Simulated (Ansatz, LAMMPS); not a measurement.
# Structural relaxation of glassy 44SiO2-29Al2O3-27Li2O (mol %) (197 atoms)

Wanted: the relaxed structure of glassy 44SiO2-29Al2O3-27Li2O (mol %) (197 atoms) and its electronic structure.

Program: Ansatz 0.2.0. Level of theory: Kohn-Sham DFT, PBE, PAW (set soft_2), plane waves. Results are calculated unless marked as measured.

Report form: the programs' logs are mostly left out.

## (1) Set-up

The cell holds 197 atoms: 24 Si, 32 Al, 30 Li and 111 O. Cell: a = 13.020 Å, b = 13.020 Å, c = 13.020 Å, α = 90.0°, β = 90.0°, γ = 90.0°. 197 atoms (24 Si, 32 Al, 30 Li, 111 O) placed at random at 2.58 g/cm³, melted at 4000 K for 10 ps at fixed volume with the Morse and Coulomb pair potential with partial charges (Pedone, Malavasi, Menziani, Cormack and Segre, J. Phys. Chem. B 110, 11780 (2006)). Quenched from 4000 K to 300 K at 200 K/ps and fixed volume, held 10 ps at zero pressure, then minimised at fixed cell.

Before any run, some limits are plain. The quench rate of 200 K/ps is many orders above laboratory rates, so the cell is likely richer in defects and strain than a real sample. The starting topology of bonds comes from the classical model. Sampling is at Γ alone, for a cell whose shortest periodic width is 13 Å.

## (2) How the cell was made

A classical potential makes the cell, at a small fraction of what the same run would cost in DFT.

This step: classical MD, Morse and Coulomb pair potential with partial charges (Pedone, Malavasi, Menziani, Cormack and Segre, J. Phys. Chem. B 110, 11780 (2006)) (LAMMPS 22 Jul 2025 - Update 4).

The input, in.lmp:

```
# melt-quench of Si24Al32Li30O111
units metal
atom_style charge
boundary p p p
region box block 0 13.1340 0 13.1340 0 13.1340
create_box 4 box
mass 1 28.0850   # Si
mass 2 26.9815   # Al
mass 3 6.9400   # Li
mass 4 15.9990   # O
create_atoms 1 random 24 354669 NULL overlap 1.5 maxtry 2000
create_atoms 2 random 32 354676 NULL overlap 1.5 maxtry 2000
create_atoms 3 random 30 354683 NULL overlap 1.5 maxtry 2000
create_atoms 4 random 111 354690 NULL overlap 1.5 maxtry 2000
pair_style hybrid/overlay pedone 5.5 coul/long 8.0
pair_coeff * * coul/long
pair_coeff 1 4 pedone 0.340554 2.006700 2.100000 1   # Si-O
pair_coeff 2 4 pedone 0.361581 1.900442 2.164818 0.9   # Al-O
pair_coeff 3 4 pedone 0.001114 3.429506 2.681360 1   # Li-O
pair_coeff 4 4 pedone 0.042395 1.379316 3.618701 22   # O-O
set type 1 charge 2.4
set type 2 charge 1.8
set type 3 charge 0.6
set type 4 charge -1.2
kspace_style pppm 1.0e-4
neigh_modify delay 0 every 1 check yes
thermo_style custom step time temp pe press density
thermo_modify norm yes
timestep 0.002
thermo 100
min_style cg
minimize 1e-4 1e-4 200 2000
reset_timestep 0
velocity all create 4000 354670 mom yes dist gaussian
# [... 14 lines left out ...]
thermo 1666
fix md all npt temp 300 300 0.2 iso 0 0 2
run 5000 post no
unfix md
thermo 100
min_style cg
minimize 0 1e-3 2000 20000
write_dump all custom glass.dump id type xs ys zs modify sort id
```

The run is started by

```
$ lmp -in in.lmp -log none -nocite
```

It took 24 s on 1 thread of Arm Neoverse V1, shared host; peak memory 0.071 GiB.

## (3) Single point at the start

The forces at the start show how far the geometry lies from a minimum of this functional.

The input, input.yaml:

```yaml
crystal:
  lattice:
    - [13.0201, 0.0, 0.0]
    - [0.0, 13.0201, 0.0]
    - [0.0, 0.0, 13.0201]
  atoms:
    - { symbol: Si, position: [0.20736, 0.05668, 0.65179] }
    - { symbol: Si, position: [0.0434, 0.64152, 0.13754] }
    - { symbol: Si, position: [0.86734, 0.4777, 0.59078] }
    - { symbol: Si, position: [0.21205, 0.58456, 0.29468] }
    - { symbol: Si, position: [0.84514, 0.52723, 0.18721] }
    - { symbol: Si, position: [0.06441, 0.26258, 0.79178] }
    - { symbol: Si, position: [0.36273, 0.40038, 0.04802] }
    - { symbol: Si, position: [0.47545, 0.81149, 0.40858] }
    - { symbol: Si, position: [0.86416, 0.32319, 0.29001] }
    - { symbol: Si, position: [0.90944, 0.9116, 0.41731] }
    - { symbol: Si, position: [0.21845, 0.70186, 0.49039] }
    - { symbol: Si, position: [0.43459, 0.73482, 0.78967] }
    - { symbol: Si, position: [0.86322, 0.99008, 0.00194] }
    - { symbol: Si, position: [0.42522, 0.0624, 0.54918] }
    - { symbol: Si, position: [0.68887, 0.25377, 0.45396] }
    - { symbol: Si, position: [0.9345, 0.39776, 0.93658] }
    - { symbol: Si, position: [0.00262, 0.29242, 0.57178] }
    - { symbol: Si, position: [0.16874, 0.9934, 0.27042] }
    - { symbol: Si, position: [0.12884, 0.91204, 0.49614] }
    - { symbol: Si, position: [0.29564, 0.26893, 0.8649] }
    - { symbol: Si, position: [0.98181, 0.65506, 0.5093] }
    - { symbol: Si, position: [0.33459, 0.80594, 0.99093] }
    - { symbol: Si, position: [0.47136, 0.00193, 0.9609] }
    - { symbol: Si, position: [0.72482, 0.88199, 0.82271] }
    - { symbol: Al, position: [0.82591, 0.202, 0.64721] }
    - { symbol: Al, position: [0.67565, 0.63725, 0.5783] }
    - { symbol: Al, position: [0.20221, 0.14158, 0.04993] }
    - { symbol: Al, position: [0.15628, 0.66234, 0.91449] }
    - { symbol: Al, position: [0.41488, 0.46658, 0.32528] }
    - { symbol: Al, position: [0.77352, 0.03943, 0.56213] }
    - { symbol: Al, position: [0.54795, 0.88506, 0.64189] }
    - { symbol: Al, position: [0.57103, 0.45606, 0.83759] }
    [... 159 atom lines left out ...]
    - { symbol: O, position: [0.8097, 0.84458, 0.43504] }
    - { symbol: O, position: [0.0068, 0.48614, 0.88871] }
    - { symbol: O, position: [0.53809, 0.67945, 0.77036] }
    - { symbol: O, position: [0.14536, 0.03416, 0.98909] }
    - { symbol: O, position: [0.25784, 0.39154, 0.11696] }
    - { symbol: O, position: [0.3612, 0.25396, 0.7653] }
kpoints:
  mp_grid: { grid: [1, 1, 1] }
hamiltonian:
  xc: pbe
scf:
  occupations: { method: fixed }
output:
  forces: true
  stress: true
  populations: true
  dos:
    method: { smearing: { sigma: 0.08 } }
    de: 0.1
    projected: { site_lists: { Al: [Al], Li: [Li], O: [O], Si: [Si] } }
  eigenvalues: true
```

The run is started by

```
$ ansatz run input.yaml --threads 4 --pin off --max-ram 8192MiB --backend cpu --events-out ev --progress --plain --runs-dir out
```

It took 88 s on 4 threads of Arm Neoverse V1, shared host; peak memory 3.7 GiB.

The run gave:

```
free energy                                      : -101821.1320 eV
free energy per atom                             : -516.8585 eV/atom
SCF cycles                                       : 10
pressure                                         : 7.624 GPa
r.m.s. force component                           : 0.7621 eV/Å
longest force                                    : 3.643 eV/Å
Fermi energy                                     : 4.427 eV
gap (highest filled to lowest empty level) : 3.594 eV
spilling of the projection                       : 0.01079
```

The r.m.s. force component of 0.76 eV/Å and the pressure of 7.6 GPa set the starting point.

Length of the force by element:

```csv
element,coordination,atoms,mean length of the force (eV/Å),spread,least,most
Al,all,32,0.799,0.341,0.286,1.63
Li,all,30,0.416,0.193,0.0727,0.779
O,all,111,1.40,0.603,0.311,3.64
Si,all,24,1.36,0.632,0.139,2.53
```

## (4) Relaxation

The atoms are relaxed in the fixed cell, aiming at the force tolerance of the input.

input.yaml, the sections that differ from step 3:

```yaml
output:
  forces: true
relax:
  f_tol: 0.05
  max_steps: 128
# crystal, kpoints, hamiltonian, scf: as in step 3
```

The job ended after 30 min (4 threads; peak memory 3.3 GiB; 2 h of CPU time).

The steps of the relaxation (22 of 54):

```
step  energy less that of the first step (eV)  largest force component (eV/Å)
   1                                   0.0000                          3.0364
   4                                  -7.4971                          0.3500
   6                                  -7.7008                          0.1834
   9                                  -7.7627                          0.0688
  11                                  -7.7851                          0.0867
  14                                  -7.7754                          0.1200
  16                                  -7.7941                          0.1173
  19                                  -7.8172                          0.0338
  21                                  -7.8322                          0.0844
  24                                  -7.8638                          0.0828
  26                                  -7.8912                          0.1023
  29                                  -8.0410                          0.3098
  31                                  -8.1629                          0.3871
  34                                  -8.2406                          0.0900
  36                                  -8.2254                          0.4608
  39                                  -8.2853                          0.1189
  41                                  -8.3080                          0.1323
  44                                  -8.3494                          0.0878
  46                                  -8.3773                          0.3525
  49                                  -8.4522                          0.0848
  51                                  -8.4675                          0.0957
  54                                  -8.4749                          0.0430
```

Relaxation steps 14, 16, 23, 33, 36, 42, 52 were tried and not accepted.

The atoms that moved most (Å):

```
atom      dx      dy      dz  length
Li86   1.208   1.139   0.428   1.715
Li75   0.343   0.555  -1.153   1.325
Li74   0.341   1.122  -0.611   1.322
Li81   1.076   0.169  -0.276   1.123
O164  -0.230  -0.140   0.877   0.918
Li70   0.560  -0.532   0.421   0.880
Li73   0.738   0.250  -0.137   0.791
Al52   0.658  -0.245   0.141   0.716
```

The relaxation changed the energy by -43.0 meV/atom, and atoms moved by 0.37 Å r.m.s., 1.7 Å at most.

## (5) Distances and neighbours after relaxation

Bonds before and after, by the cutoffs listed below:

| pair | bonds before | bonds after | mean before (Å) | mean after (Å) | spread before (Å) | spread after (Å) |
| --- | --- | --- | --- | --- | --- | --- |
| O-Al | 134 | 139 | 1.784 | 1.820 | 0.092 | 0.085 |
| O-Li | 117 | 116 | 2.109 | 2.051 | 0.168 | 0.166 |
| O-Si | 96 | 96 | 1.609 | 1.641 | 0.033 | 0.031 |

Density 2.65 g/cm³, 11.20 Å³ an atom.

g(r), total and by pair (bins of 0.2 Å):

| r (Å) | total | O-O | O-Al | O-Li | O-Si | Al-Al | Al-Li |
| --- | --- | --- | --- | --- | --- | --- | --- |
| 1.50 | 0.15 | 0.00 | 0.00 | 0.00 | 1.06 | 0.00 | 0.00 |
| 1.70 | 2.46 | 0.00 | 5.35 | 0.08 | 10.69 | 0.00 | 0.00 |
| 1.90 | 1.50 | 0.00 | 4.54 | 3.88 | 0.00 | 0.00 | 0.00 |
| 2.10 | 0.50 | 0.00 | 0.52 | 2.35 | 0.00 | 0.00 | 0.00 |
| 2.30 | 0.17 | 0.03 | 0.00 | 0.87 | 0.00 | 0.00 | 0.00 |
| 2.50 | 0.44 | 1.01 | 0.04 | 0.26 | 0.00 | 0.26 | 0.28 |
| 2.70 | 1.36 | 3.42 | 0.03 | 0.35 | 0.09 | 1.38 | 1.62 |
| 2.90 | 1.28 | 2.19 | 0.17 | 0.73 | 0.11 | 1.83 | 2.38 |
| 3.10 | 1.27 | 1.31 | 0.77 | 0.82 | 0.34 | 3.20 | 2.38 |
| 3.30 | 1.06 | 0.71 | 0.81 | 0.90 | 1.06 | 3.00 | 2.47 |
| 3.50 | 0.93 | 0.67 | 0.91 | 1.12 | 1.45 | 0.42 | 0.99 |
| 3.70 | 0.94 | 0.69 | 1.32 | 1.10 | 1.29 | 0.63 | 0.54 |
| 3.90 | 0.95 | 0.74 | 1.46 | 1.06 | 1.25 | 0.45 | 0.36 |
| 4.10 | 1.04 | 0.67 | 1.33 | 1.15 | 1.83 | 0.71 | 0.54 |
| 4.30 | 1.00 | 0.52 | 1.62 | 1.23 | 1.56 | 0.92 | 0.40 |
| 4.50 | 1.08 | 0.95 | 1.32 | 1.41 | 1.04 | 0.59 | 0.50 |
| 4.70 | 0.97 | 1.11 | 0.89 | 1.17 | 0.55 | 0.93 | 0.78 |
| 4.90 | 0.99 | 1.33 | 0.74 | 0.78 | 0.68 | 0.50 | 1.15 |
| 5.10 | 0.95 | 1.33 | 0.65 | 0.64 | 0.66 | 1.39 | 0.99 |
| 5.30 | 1.04 | 1.25 | 0.72 | 0.80 | 0.81 | 1.27 | 1.25 |
| 5.50 | 1.01 | 1.15 | 0.91 | 0.85 | 0.85 | 1.14 | 1.32 |
| 5.70 | 0.96 | 0.94 | 0.91 | 0.87 | 1.01 | 0.58 | 1.21 |
| 5.90 | 1.06 | 0.95 | 1.01 | 1.06 | 1.24 | 1.24 | 1.16 |
| 6.10 | 1.00 | 0.84 | 1.08 | 1.17 | 1.08 | 1.20 | 1.06 |
| 6.30 | 0.92 | 0.76 | 1.08 | 0.98 | 1.17 | 0.82 | 0.86 |

Bonds by pair of elements; cutoffs follow the first minimum of g(r), held within bounds set by covalent radii, and pairs that aren't listed don't count as bonded:

```
pair A-B  cutoff (Å)  bonds  mean length (Å)  spread (Å)  shortest (Å)  B about A  A about B
    O-Al        2.33    139             1.82       0.085          1.71       1.25       4.34
    O-Li        2.58    116             2.05       0.166          1.78       1.04       3.87
    O-Si        2.08     96             1.64       0.031          1.58      0.865          4
```

How many atoms have how many bonded neighbours:

```csv
element,mean,2,3,4,5,6
Al,4.34,0,0,22,9,1
Li,3.87,0,10,14,6,0
O,3.16,16,64,28,3,0
Si,4,0,0,24,0,0
```

Bond angles (no mean is given where the spread exceeds 20°):

```
  angle  count  mean (°)  spread (°)
 O-Al-O    237       108        19.6
 O-Li-O    174         -           -
 O-Si-O    144       109         6.2
Al-O-Li    120       108        17.6
Li-O-Si     91       110        16.4
```

Oxygen atoms by the number of network formers (Si, P, Ge, B, Al, As, Ga) bound to them:

```csv
network formers bound to O,O atoms,per cent
0,0,0
1,9,8.1
2,80,72.1
3,22,19.8
```

Network units: each former by its oxygen neighbours and how many of them bridge to another former:

```
former  O neighbours  bridging O  atoms
    Si             4           3      6
    Si             4           4     18
    Al             4           3      3
    Al             4           4     19
    Al             5           5      9
    Al             6           6      1
```

Bond length by coordination (bonds to H left out):

```
element  coordination  atoms  mean bond length (Å)
     Al             4     22                  1.78
     Al             5      9                  1.87
     Al             6      1                  1.96
     Li             3     10                  1.98
     Li             4     14                  2.06
     Li             5      6                  2.10
      O             2     16                  1.67
      O             3     64                  1.83
      O             4     28                  1.91
      O             5      3                  1.98
```

Rings of the network by King's shortest-path rule, up to 12 atoms, one path for each pair of neighbours; H, halogens, alkali and alkaline-earth atoms are left out, and the last column divides by all other atoms, bonded or not:

```
ring size (atoms)  rings  per network atom
                4     10              0.06
                6     18             0.108
                8     39             0.234
               10     41             0.246
               12     32             0.192
```

First main peaks of g(r), for some of the pairs, lie near 2.7 Å (O-O), 1.8 Å (O-Al), 2.0 Å (O-Li), 1.6 Å (O-Si) and 3.2 Å (Al-Al). By these cutoffs 69 % of Al atoms have 4, 47 % of Li atoms have 4, 58 % of O atoms have 3 and all Si atoms have 4 bonded neighbours. 72 % of the oxygens bridge two formers (Si and Al) and 8 % are non-bridging; 20 % join three. The commonest Al unit has 4 oxygens, 4 of them shared with other formers (19 of 32 atoms). Rings of 10 atoms are the most common (29 % of those counted); sizes run from 4 to 12, where the search stops.

(Part 1 of 2 ends here.)

[Logs are printed without paths, hosts, clocks, repeated set-up lines and the standing remarks that a program may print on its own settings, such as how far it seeks lower states.]

[Hosts, paths, dates, database ids (printed as entryN), source tags and the programs' standing remarks are cut or masked in the printed files.]
